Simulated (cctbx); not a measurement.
**Interatomic vectors of Tb4Zr7Ge6**

Space group Im-3m (no. 229), a = 8.9540 Å, b = 8.9540 Å, c = 8.9540 Å, α = 90.00°, β = 90.00°, γ = 90.00°, content Tb8 Zr14 Ge12.

The data are simulated with cctbx, not measured: Ga Kα, λ = 1.3414 Å, to d = 0.83 Å, 95 % of the full sphere, strongest reflection 70000 counts, noise from counting, a 4 % proportional error and a noise floor of 2 counts (s.d.); no absorption, some extinction.

Patterson synthesis from sharpened amplitudes, origin scaled to 1000:

```text
Patterson group I m -3 m
      u       v       w   height  length (A)
  0.000   0.000   0.000   1000.0     0.00
  0.000   0.000   0.500    596.4     4.48
  0.000   0.247   0.247    379.8     3.13
  0.250   0.250   0.250    116.0     3.88
  0.000   0.093   0.093     61.0     1.18
  0.000   0.335   0.335     55.6     4.24
  0.000   0.000   0.354     45.4     3.17
  0.000   0.250   0.500     44.5     5.01
  0.000   0.101   0.421     43.3     3.88
  0.000   0.386   0.454     28.9     5.33
  0.000   0.188   0.371     21.8     3.73
  0.042   0.208   0.375     17.2     3.86
  0.050   0.050   0.210      9.6     1.99
  0.130   0.130   0.130      9.0     2.02
```

**Question.** Which atom pairs make the peaks, and where is the heaviest atom?

A peak at u stands for all pairs with xi − xj = u, with weight Σ ZiZj against Σ Z² = 68488 at the origin. Peak heights follow these weights only roughly, since form factors, motion and series ripples differ, all vectors within 0.55 Å of a peak are counted as merged into it though the farther ones add only part of their weight, and F(000) is left out, which lowers the whole map:

| u | v | w | shortest length (Å) | height | 1000 ΣZiZj/ΣZ² | pairs in the cell |
| --- | --- | --- | --- | --- | --- | --- |
| 0.000 | 0.000 | 0.500 | 4.48 | 596 | 587 | 8 × Tb–Tb, 4 × Zr–Zr |
| 0.000 | 0.247 | 0.247 | 3.13 | 380 | 397 | 8 × Tb–Zr, 4 × Zr–Zr |
| 0.250 | 0.250 | 0.250 | 3.88 | 116 | 152 | 4 × Tb–Zr |
| 0.000 | 0.093 | 0.093 | 1.18 | 61 | 0 | none within 0.55 Å |
| 0.000 | 0.335 | 0.335 | 4.24 | 56 | 60 | 4 × Ge–Ge |
| 0.000 | 0.000 | 0.354 | 3.17 | 45 | 105 | 4 × Zr–Ge, 2 × Ge–Ge |

The table stops at ten peaks or at a height of 45, below which ripples compete. In the model behind the data Tb, the heaviest element, has 1 independent site: (1/4, 1/4, 1/4), up to an allowed shift of origin; the Tb–Tb vectors are differences of these positions and their symmetry mates. The whole model:

```csv
atom,mult.,x,y,z,Ueq (Å²)
Tb1,8,1/4,1/4,1/4,0.0063
Zr1,2,0,0,0,0.0079
Zr2,12,1/4,0,1/2,0.0066
Ge1,12,0.6765,0,0,0.0052
```

The model is made up (kin elements in a known structure type, no relaxation), so it says nothing on whether the phase exists.

[Logs are printed without paths, hosts, clocks, repeated set-up lines and the standing remarks that a program may print on its own settings, such as how far it seeks lower states.]
